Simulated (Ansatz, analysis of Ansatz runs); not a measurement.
# Migration in Li6MgBr8 (Fm-3m): V_Li hop (3.8 Å), charge −1

Wanted: path and barrier of a jump of Li in Li6MgBr8 (Fm-3m) at charge −1. The case: V_Li hop (3.8 Å), in a cell of 60 host atoms with 1 Li taken out.

Method: plane-wave PAW DFT, PBEsol; nudged elastic band between two relaxed defect structures at fixed charge in a uniform background, in Ansatz 0.2.0.

## (1) Starting point

The cell holds 59 atoms: 23 Li, 4 Mg and 32 Br. Cell: a = 10.847 Å, b = 10.847 Å, c = 10.847 Å, α = 90.0°, β = 90.0°, γ = 90.0°. It derives from Li6MgBr8 (space group Fm-3m). Nearest the centre at fractional (0.375, 0.375, 0.750): Br32 at 1.92 Å, Li6 at 1.92 Å, Br51 at 1.92 Å, Br41 at 3.30 Å, Br58 at 3.30 Å, Li20 at 3.32 Å, Li16 at 3.32 Å, Mg27 at 3.32 Å. The cell carries charge −1.

The cell's shortest repeat is 10.8 Å.

## (2) Relaxation of the start point, charge −1

A barrier is counted from a minimum, so both ends are relaxed first. Small random displacements break the symmetry of the ideal sites, so that the defect can distort if it gains by it. The charge of −1 is set by the electron count, and a uniform background keeps the cell neutral.

Input file qm1.start/input.yaml:

```yaml
crystal:
  lattice:
    - [10.84714591, 0.0, 0.0]
    - [0.0, 10.84714591, 0.0]
    - [0.0, 0.0, 10.84714591]
  atoms:
    - { symbol: Li, position: [0.25, 0.0, 0.25] }
    - { symbol: Li, position: [0.75, 0.0, 0.75] }
    - { symbol: Li, position: [0.75, 0.5, 0.25] }
    - { symbol: Li, position: [0.0, 0.25, 0.25] }
    - { symbol: Li, position: [0.0, 0.75, 0.75] }
    - { symbol: Li, position: [0.5, 0.25, 0.75] }
    - { symbol: Li, position: [0.5, 0.75, 0.25] }
    - { symbol: Li, position: [0.0, 0.25, 0.75] }
    - { symbol: Li, position: [0.0, 0.75, 0.25] }
    - { symbol: Li, position: [0.5, 0.25, 0.25] }
    - { symbol: Li, position: [0.5, 0.75, 0.75] }
    - { symbol: Li, position: [0.25, 0.0, 0.75] }
    - { symbol: Li, position: [0.25, 0.5, 0.25] }
    - { symbol: Li, position: [0.75, 0.0, 0.25] }
    - { symbol: Li, position: [0.75, 0.5, 0.75] }
    - { symbol: Li, position: [0.25, 0.25, 0.0] }
    - { symbol: Li, position: [0.25, 0.75, 0.5] }
    - { symbol: Li, position: [0.75, 0.25, 0.5] }
    - { symbol: Li, position: [0.75, 0.75, 0.0] }
    - { symbol: Li, position: [0.25, 0.25, 0.5] }
    - { symbol: Li, position: [0.25, 0.75, 0.0] }
    - { symbol: Li, position: [0.75, 0.25, 0.0] }
    - { symbol: Li, position: [0.75, 0.75, 0.5] }
    - { symbol: Mg, position: [0.0, 0.0, 0.0] }
    - { symbol: Mg, position: [0.0, 0.5, 0.5] }
    - { symbol: Mg, position: [0.5, 0.0, 0.5] }
    - { symbol: Mg, position: [0.5, 0.5, 0.0] }
    - { symbol: Br, position: [0.25, 0.25, 0.25] }
    - { symbol: Br, position: [0.25, 0.75, 0.75] }
    - { symbol: Br, position: [0.75, 0.25, 0.75] }
    - { symbol: Br, position: [0.75, 0.75, 0.25] }
    - { symbol: Br, position: [0.25, 0.25, 0.75] }
    - { symbol: Br, position: [0.25, 0.75, 0.25] }
    - { symbol: Br, position: [0.75, 0.25, 0.25] }
    - { symbol: Br, position: [0.75, 0.75, 0.75] }
    - { symbol: Br, position: [0.0, 0.24494824, 0.0] }
    - { symbol: Br, position: [0.0, 0.74494824, 0.5] }
    - { symbol: Br, position: [0.5, 0.24494824, 0.5] }
    - { symbol: Br, position: [0.5, 0.74494824, 0.0] }
    - { symbol: Br, position: [0.25505176, 0.0, 0.5] }
    - { symbol: Br, position: [0.25505176, 0.5, 0.0] }
    - { symbol: Br, position: [0.75505176, 0.0, 0.0] }
    - { symbol: Br, position: [0.75505176, 0.5, 0.5] }
    - { symbol: Br, position: [0.24494824, 0.0, 0.0] }
    - { symbol: Br, position: [0.24494824, 0.5, 0.5] }
    - { symbol: Br, position: [0.74494824, 0.0, 0.5] }
    - { symbol: Br, position: [0.74494824, 0.5, 0.0] }
    - { symbol: Br, position: [0.0, 0.0, 0.75505176] }
    - { symbol: Br, position: [0.0, 0.5, 0.25505176] }
    - { symbol: Br, position: [0.5, 0.0, 0.25505176] }
    - { symbol: Br, position: [0.5, 0.5, 0.75505176] }
    - { symbol: Br, position: [0.0, 0.0, 0.24494824] }
    - { symbol: Br, position: [0.0, 0.5, 0.74494824] }
    - { symbol: Br, position: [0.5, 0.0, 0.74494824] }
    - { symbol: Br, position: [0.5, 0.5, 0.24494824] }
    - { symbol: Br, position: [0.0, 0.25505176, 0.5] }
    - { symbol: Br, position: [0.0, 0.75505176, 0.0] }
    - { symbol: Br, position: [0.5, 0.25505176, 0.0] }
    - { symbol: Br, position: [0.5, 0.75505176, 0.5] }
total_charge: -1
basis:
  ecutwfc: 420
  xc_grid: 2
hamiltonian:
  xc: pbesol
kpoints:
  mp_grid: { grid: [1, 1, 1] }
scf:
  occupations: { method: fixed }
  max_iter: 100
output:
  forces: true
relax:
  f_tol: 0.02
  max_steps: 70
  random_displacement: { amplitude: 0.03, seed: 8461 }
```

On the command line:

```
> ansatz run input.yaml --threads 4 --pin off --max-ram 7536MiB --backend cpu --events-out ev --progress --plain --runs-dir out
```

Numbers of over 12 decimals in the logs are rounded to 6 here.

What it wrote:

```text
[... repeated set-up lines and file paths are left out, and long positions are rounded to six places ...]
The last accepted step is kept in <dir> (removed where the run ends without a failure and the disk answers)
Engine: ansatz 0.2.0, aarch64-unknown-linux-gnu
Pseudopotentials: kind: paw
Pseudopotential: Li, paw, valence charge 3, recommended cutoff 420 eV (normal), Li.paw.azcp
Pseudopotential: Mg, paw, valence charge 10, recommended cutoff 420 eV (normal), Mg.paw.azcp
Pseudopotential: Br, paw, valence charge 7, recommended cutoff 420 eV (normal), Br.paw.azcp
Functional definition: PBEsol
  exchange = pbesol_x
  correlation = pbesol_c
Crystal: 59 atoms, lattice volume = 1276.281 Å³
Basis set: ecut = 420 eV, 24885 PW (Γ), exchange–correlation on 150×150×150 points (8 copies of the dense FFT grid, shifted against one another)
Bands: 226, of which v1, the nominal top of the filled ones, is band 167 counted from 1 (166 counted from 0)
Symmetry: 1 space group operations
k-points: 1
Non-local potential: Li, projectors of the file, l = 0: 3, l = 1: 2, l = 2: 1
Non-local potential: Mg, projectors of the file, l = 0: 3, l = 1: 2, l = 2: 1
Non-local potential: Br, projectors of the file, l = 0: 2, l = 1: 2, l = 2: 2
PAW form: soft (Blöchl's): semilocal exchange-correlation on the pseudo side does not see the compensation charge
PAW frozen core: Mg, regenerated for the run's functional, and the local potential with it (the file was generated under x = pbe(κ = 0.804, μ = 0.219515), c = pbe(β = 0.066725))
PAW frozen core: Br, regenerated for the run's functional, and the local potential with it (the file was generated under x = pbe(κ = 0.804, μ = 0.219515), c = pbe(β = 0.066725))
PAW one-centre angular grid: Li, 110 points (default); XC on 64 Gauss nodes
PAW one-centre angular grid: Mg, 110 points (default); XC on 64 Gauss nodes
PAW one-centre angular grid: Br, 110 points (default); XC on 64 Gauss nodes
Initial density: superposition of atomic densities (neutral atoms scaled as one to the charged cell's electrons: chi_scale 0, normalization atom), corrected by the library's trained network
Initial wavefunctions: pseudopotential atomic-orbital guess
Functional: x = pbesol(κ = 0.804, μ = 0.123457), c = pbesol(β = 0.046)
SCF iter   1: F=—  HF=-99969.894227 eV  |F-HF|=—  |Δ(HF+E_count)|=         —  Δρ=3.86e-3  dr2=1.79e-1  ethr=1.77e-3  ⟨swp⟩=6.0  Hψ=836  notcnv=0  defer=53
preconditioner: auto → Resta (q_TF=auto, 2.182 Å⁻¹)  ε∞=2.8  [insulator: Δε(μ)=4.350 eV  Ē_g=12.265 eV  n_scr=250 (ndim 8)  ℏωp=16.6 eV  f_vac=0.009  ε∞_Penn≈2.8]
SCF iter   2: F=—  HF=-99969.827254 eV  |F-HF|=—  |Δ(HF+E_count)|=   6.70e-2  Δρ=1.74e-3  dr2=3.78e-2  ethr=5.35e-5  ⟨swp⟩=3.0  Hψ=377  notcnv=0  defer=57
SCF iter   3: F=—  HF=-99969.816973 eV  |F-HF|=—  |Δ(HF+E_count)|=   1.03e-2  Δρ=3.32e-4  dr2=1.46e-3  ethr=1.13e-5  ⟨swp⟩=3.0  Hψ=343  notcnv=0  defer=46
automatic band count: iteration 3 solves 215 bands in place of 226: the levels show a gap, and the empty bands left out lie too high to hold charge; the band table lists the bands solved (type scf.n_extra_bands for more)
SCF iter   4: F=—  HF=-99969.816225 eV  |F-HF|=—  |Δ(HF+E_count)|=   7.47e-4  Δρ=7.08e-5  dr2=8.59e-5  ethr=4.37e-7  ⟨swp⟩=2.0  Hψ=341  notcnv=0  defer=46
iter 5 did not close the SCF: its close was put off for the readings that it lacked (scf_convergence_deferred on its scf_iter line)
SCF iter   5: F=-99969.816278 eV  HF=-99969.816274 eV  |F-HF|=4.52e-6  |Δ(HF+E_count)|=   4.85e-5  Δρ=1.80e-5  dr2=3.16e-6  ethr=2.57e-8  ⟨swp⟩=2.0  Hψ=275  notcnv=0  defer=46
SCF iter   6: F=-99969.816279 eV  HF=-99969.816279 eV  |F-HF|=4.03e-7  |Δ(HF+E_count)|=   4.93e-6  Δρ=3.70e-6  dr2=2.08e-7  ethr=9.46e-10  ⟨swp⟩=2.0  Hψ=648  notcnv=0
SCF 1 converged in 6 iterations: F = -99969.816279 eV  dr2 = 2.08e-7
  greatest PAW one-centre occupation: 1.000 electrons in one spin orbital (limit 2), on the Mg atom at site 26 (counted from 0), in its partial waves of l = 0
relax step   1: F+E_penalty+E_count = -99969.81627918 eV  Δ(F+E_penalty+E_count) = +0.000e0 eV  max|allowed force component| = 5.092e-1 eV/Å  Δτ_max = 0.0000 Å  (6 SCF iters, dr2 threshold 1.00e-5 eV, accepted)
[... the SCF cycles and remarks between the steps are left out from here to the last step ...]
relax step   2: F+E_penalty+E_count = -99970.05967380 eV  Δ(F+E_penalty+E_count) = -2.434e-1 eV  max|allowed force component| = 2.279e-1 eV/Å  Δτ_max = 0.1963 Å  (5 SCF iters, dr2 threshold 1.62e-5 eV, accepted)
relax step   3: F+E_penalty+E_count = -99970.12249011 eV  Δ(F+E_penalty+E_count) = -6.282e-2 eV  max|allowed force component| = 4.100e-2 eV/Å  Δτ_max = 0.0856 Å  (5 SCF iters, dr2 threshold 3.25e-6 eV, accepted)
SCF iter   1: F=—  HF=-99970.125980 eV  |F-HF|=—  |Δ(HF+E_count)|=         —  Δρ=5.12e-4  dr2=2.20e-3  ethr=3.17e-6  ⟨swp⟩=5.0  Hψ=489  notcnv=0  defer=46
automatic band count: iteration 1 solves 215 bands in place of 226: the levels show a gap, and the empty bands left out lie too high to hold charge; the band table lists the bands solved (type scf.n_extra_bands for more)
SCF iter   2: F=—  HF=-99970.125616 eV  |F-HF|=—  |Δ(HF+E_count)|=   3.64e-4  Δρ=2.60e-4  dr2=5.57e-4  ethr=6.59e-7  ⟨swp⟩=2.0  Hψ=358  notcnv=0  defer=46
SCF iter   3: F=—  HF=-99970.125520 eV  |F-HF|=—  |Δ(HF+E_count)|=   9.50e-5  Δρ=2.16e-5  dr2=7.10e-6  ethr=1.67e-7  ⟨swp⟩=2.0  Hψ=335  notcnv=0  defer=43
SCF iter   4: F=—  HF=-99970.124615 eV  |F-HF|=—  |Δ(HF+E_count)|=   9.06e-4  Δρ=7.70e-6  dr2=8.18e-7  ethr=2.13e-9  ⟨swp⟩=2.0  Hψ=340  notcnv=0  defer=42
SCF iter   5: F=-99970.124616 eV  HF=-99970.124616 eV  |F-HF|=1.65e-8  |Δ(HF+E_count)|=   5.61e-7  Δρ=1.60e-6  dr2=5.02e-8  ethr=2.99e-11  ⟨swp⟩=5.0  Hψ=787  notcnv=0
SCF 4 converged in 5 iterations: F = -99970.124616 eV  dr2 = 5.02e-8
relax step   4: F+E_penalty+E_count = -99970.12461554 eV  Δ(F+E_penalty+E_count) = -2.125e-3 eV  max|allowed force component| = 1.755e-3 eV/Å  Δτ_max = 0.0189 Å  (5 SCF iters, accepted)
SCF converged after 5 iterations
Free energy (F): -99970.124616 eV
Harris-Foulkes:  -99970.124616 eV  (|F-HF|=1.65e-8)
Internal energy: -99970.124616 eV  (E = F + TS)
E sigma→0 (E₀):  -99970.124616 eV
Fermi energy:    2.366847 eV
--- Per-component energies (eV) ---
  E_band       = -3916.871250
  E_kinetic    = 5113.611520
  E_local      = -17175.100573  (includes V_loc(G=0)·N_el)
  E_nonlocal   = 1886.062387
  E_hartree    = 5422.074661
  E_xc         = -8763.167296
  E_vxc        = -3833.654165  (∫ρ·V_xc dr)
  E_paw        = -72067.411973  (= ΣΔE_a)
  E_vpaw       = -751.938661  (= ΣTr[D̂ρ^β])
  E_aug_tail   = 0.000331  (compensation charges beyond the density's cutoff)
  E_ewald      = -14389.381771
  E_core_change = 3.188100  (= ΣΔE_core)
  E_smearing   = -0.000000  (= −TS)
  E_closure    = -0.000000  (closes the sum)
  E_deformation_potential = -10.634385  (in the stress; not in F)
  Σ components = -99970.124616   (vs F -99970.124616, Δ=0.00e0)
--- Forces (eV/Å), atoms counted from 1 ---
  atom   1  Li     0.00018686    -0.00002858    -0.00026857
  atom   2  Li     0.00050425    -0.00030369     0.00027235
  [... 3 atoms left out ...]
  atom   6  Li     0.00016608    -0.00175450    -0.00002475
  [... 9 atoms left out ...]
  atom  16  Li    -0.00071979    -0.00096802     0.00067599
  [... 3 atoms left out ...]
  atom  20  Li    -0.00026958    -0.00105676    -0.00014256
  [... 6 atoms left out ...]
  atom  27  Mg     0.00007284    -0.00010558     0.00025656
  [... 4 atoms left out ...]
  atom  32  Br     0.00009913     0.00138238     0.00007229
  [... 5 atoms left out ...]
  atom  38  Br    -0.00028066    -0.00015696     0.00031463
  [... 2 atoms left out ...]
  atom  41  Br     0.00150127    -0.00012139     0.00103610
  [... 3 atoms left out ...]
  atom  45  Br    -0.00123491     0.00001076    -0.00046251
  [... 5 atoms left out ...]
  atom  51  Br     0.00104404     0.00001575     0.00099680
  [... 6 atoms left out ...]
  atom  58  Br    -0.00007587     0.00020792    -0.00010291
  [... 1 atom left out ...]
  max |Σ_I F_I| component: 5.10e-5 eV/Å
--- Relaxed structure (4 steps of the walk, 4 accepted, 0 SCFs on fresh bases) ---
  F+E_penalty+E_count = -99970.12461554 eV   max|allowed force component| = 1.755e-3 eV/Å
  atoms:
    - { symbol: Li, position: [0.249741, -6.663575074952766e-5, 0.249955] }
    - { symbol: Li, position: [0.749716, -8.493203143209116e-6, 0.749875] }
    [... 3 atoms left out ...]
    - { symbol: Li, position: [0.493861, 0.256442, 0.749222] }
    [... 9 atoms left out ...]
    - { symbol: Li, position: [0.249221, 0.256296, -0.006085] }
    [... 3 atoms left out ...]
    - { symbol: Li, position: [0.250467, 0.256298, 0.505801] }
    [... 6 atoms left out ...]
    - { symbol: Mg, position: [0.497451, 0.499945, -0.002399] }
    [... 4 atoms left out ...]
    - { symbol: Br, position: [0.249792, 0.240805, 0.749886] }
    [... 5 atoms left out ...]
    - { symbol: Br, position: [0.500777, 0.244842, 0.498907] }
    [... 2 atoms left out ...]
    - { symbol: Br, position: [0.256437, 0.499932, 0.007910] }
    [... 3 atoms left out ...]
    - { symbol: Br, position: [0.243093, 0.499922, 0.491869] }
    [... 5 atoms left out ...]
    - { symbol: Br, position: [0.507764, 0.499995, 0.756594] }
    [... 6 atoms left out ...]
    - { symbol: Br, position: [0.500517, 0.254375, 0.000613] }
    [... 1 atom left out ...]
```

It took 17 s on 4 threads of Arm Neoverse V2, shared host; peak memory 1.1 GiB; 65 s of CPU time.

The steps of the relaxation:

```tsv
step	energy less that of the first step (eV)	largest force component (eV/Å)
1	0.0000	0.5092
2	-0.2434	0.2279
3	-0.3062	0.0410
4	-0.3083	0.0018
```

The atoms that moved most (Å, from the sites as typed, ahead of the random displacement, the mean shift of all atoms taken out):

```tsv
atom	dx	dy	dz	length
Br29	-0.001	0.099	0.000	0.099
Br32	0.000	-0.099	0.000	0.099
Li8	0.065	0.070	0.007	0.096
Li17	0.007	-0.070	0.065	0.096
Li6	-0.064	0.071	-0.007	0.096
Li21	-0.007	-0.069	-0.064	0.095
Li16	-0.006	0.069	-0.065	0.095
Li11	-0.065	-0.068	-0.006	0.095
```

Neighbours of Li6 at the end:

```tsv
atom	distance (Å)
Br51	2.647
Br32	2.653
Br38	2.719
Br58	2.728
Br30	2.777
Br54	2.785
Li20	3.734
Li16	3.753
Mg27	3.773
```

Read from the output:

```yaml
free_energy: -99970.1246 eV
largest_move_from_the_ideal_geometry_of_this_structure_a_common_shift_of_the_far_atoms_taken_out: 0.1038 Å
```

The relaxation gained 0.308 eV and ended with a largest force component of 0.0018 eV/Å.

## (3) Relaxation of the end point, charge −1

The end point is relaxed in the same cell and settings, so that the two energies compare.

Input file qm1.end/input.yaml:

```yaml
crystal:
  lattice:
    - [10.84714591, 0.0, 0.0]
    - [0.0, 10.84714591, 0.0]
    - [0.0, 0.0, 10.84714591]
  atoms:
    - { symbol: Li, position: [0.25, 0.0, 0.25] }
    - { symbol: Li, position: [0.75, 0.0, 0.75] }
[... 3 atom lines left out ...]
    - { symbol: Li, position: [0.25, 0.5, 0.75] }
[... 8 atom lines left out ...]
    - { symbol: Li, position: [0.75, 0.5, 0.75] }
    - { symbol: Li, position: [0.25, 0.25, 0.0] }
[... 3 atom lines left out ...]
    - { symbol: Li, position: [0.25, 0.25, 0.5] }
[... 6 atom lines left out ...]
    - { symbol: Mg, position: [0.5, 0.5, 0.0] }
[... 2 atom lines left out ...]
    - { symbol: Br, position: [0.75, 0.25, 0.75] }
[... 1 atom line left out ...]
    - { symbol: Br, position: [0.25, 0.25, 0.75] }
[... 5 atom lines left out ...]
    - { symbol: Br, position: [0.5, 0.24494824, 0.5] }
[... 2 atom lines left out ...]
    - { symbol: Br, position: [0.25505176, 0.5, 0.0] }
[... 3 atom lines left out ...]
    - { symbol: Br, position: [0.24494824, 0.5, 0.5] }
[... 5 atom lines left out ...]
    - { symbol: Br, position: [0.5, 0.5, 0.75505176] }
[... 6 atom lines left out ...]
    - { symbol: Br, position: [0.5, 0.25505176, 0.0] }
    - { symbol: Br, position: [0.5, 0.75505176, 0.5] }
total_charge: -1
basis:
  ecutwfc: 420
  xc_grid: 2
hamiltonian:
  xc: pbesol
kpoints:
  mp_grid: { grid: [1, 1, 1] }
scf:
  occupations: { method: fixed }
  max_iter: 100
output:
  forces: true
relax:
  f_tol: 0.02
  max_steps: 70
  random_displacement: { amplitude: 0.03, seed: 8461 }
```

What it wrote:

```text
[...]
Crystal: 59 atoms, lattice volume = 1276.281 Å³
Basis set: ecut = 420 eV, 24885 PW (Γ), exchange–correlation on 150×150×150 points (8 copies of the dense FFT grid, shifted against one another)
Bands: 226, of which v1, the nominal top of the filled ones, is band 167 counted from 1 (166 counted from 0)
Symmetry: 1 space group operations
k-points: 1
[...]
SCF iter   1: F=—  HF=-99969.908437 eV  |F-HF|=—  |Δ(HF+E_count)|=         —  Δρ=3.86e-3  dr2=1.79e-1  ethr=1.77e-3  ⟨swp⟩=6.0  Hψ=836  notcnv=0  defer=53
[...]
SCF iter   6: F=-99969.830419 eV  HF=-99969.830419 eV  |F-HF|=4.13e-7  |Δ(HF+E_count)|=   4.96e-6  Δρ=3.70e-6  dr2=2.09e-7  ethr=9.41e-10  ⟨swp⟩=2.0  Hψ=648  notcnv=0
SCF 1 converged in 6 iterations: F = -99969.830419 eV  dr2 = 2.09e-7
[...]
F+E_penalty+E_count = -99970.12461569 eV   max|allowed force component| = 1.525e-3 eV/Å
  atoms:
    - { symbol: Li, position: [0.250857, 0.001626, 0.250451] }
    - { symbol: Li, position: [0.743340, 0.005935, 0.750529] }
[...]
- { symbol: Li, position: [0.255992, 0.494143, 0.749290] }
[...]
- { symbol: Li, position: [0.256220, 0.249275, -0.006071] }
[...]
- { symbol: Li, position: [0.256205, 0.250630, 0.505874] }
[...]
- { symbol: Mg, position: [0.499738, 0.497624, -0.002393] }
[...]
- { symbol: Br, position: [0.240578, 0.250010, 0.749930] }
[...]
- { symbol: Br, position: [0.499809, 0.243230, 0.491913] }
    [... 2 atoms left out ...]
    - { symbol: Br, position: [0.254192, 0.500666, 0.000661] }
    [... 3 atoms left out ...]
    - { symbol: Br, position: [0.244664, 0.500943, 0.498933] }
    [... 5 atoms left out ...]
    - { symbol: Br, position: [0.499721, 0.507924, 0.756613] }
    [... 6 atoms left out ...]
    - { symbol: Br, position: [0.499801, 0.256620, 0.007918] }
    [... 1 atom left out ...]
[key lines of the parts left out:]
SCF converged after 5 iterations
Free energy (F): -99970.124616 eV
Fermi energy:    2.366906 eV
```

The job ended after 18 s (4 threads; peak memory 1.1 GiB; 66 s of CPU time).

The steps of the relaxation:

```tsv
step	energy less that of the first step (eV)	largest force component (eV/Å)
1	0.0000	0.5178
2	-0.2317	0.2172
3	-0.2918	0.0467
4	-0.2942	0.0015
```

The atoms that moved most (Å, from the sites as typed, ahead of the random displacement, the mean shift of all atoms taken out):

```tsv
atom	dx	dy	dz	length
Br32	-0.100	0.001	0.000	0.100
Br30	0.099	0.000	-0.001	0.099
Li2	-0.070	0.065	0.007	0.096
Li16	0.070	-0.007	-0.065	0.096
Li15	-0.070	-0.065	-0.007	0.096
Li20	0.070	0.008	0.065	0.096
Li12	0.068	0.066	0.007	0.095
Li22	-0.068	-0.007	-0.065	0.095
```

Neighbours of Li6 at the end:

```tsv
atom	distance (Å)
Br51	2.649
Br32	2.653
Br45	2.719
Br41	2.728
Br29	2.776
Br53	2.782
Li20	3.735
Li16	3.755
Mg27	3.775
```

Numbers from this step:

- free energy: -99970.1246 eV
- largest move from the ideal geometry of this structure, a common shift of the far atoms taken out: 0.1036 Å

The relaxation gained 0.294 eV and ended with a largest force component of 0.0015 eV/Å. The end lies within 1 meV of the start.

(Part 1 of 3 ends here.)

[Logs are printed without paths, hosts, clocks, repeated set-up lines and the standing remarks that a program may print on its own settings, such as how far it seeks lower states.]

[Hosts, paths, dates, database ids (printed as entryN), source tags and the programs' standing remarks are cut or masked in the printed files.]
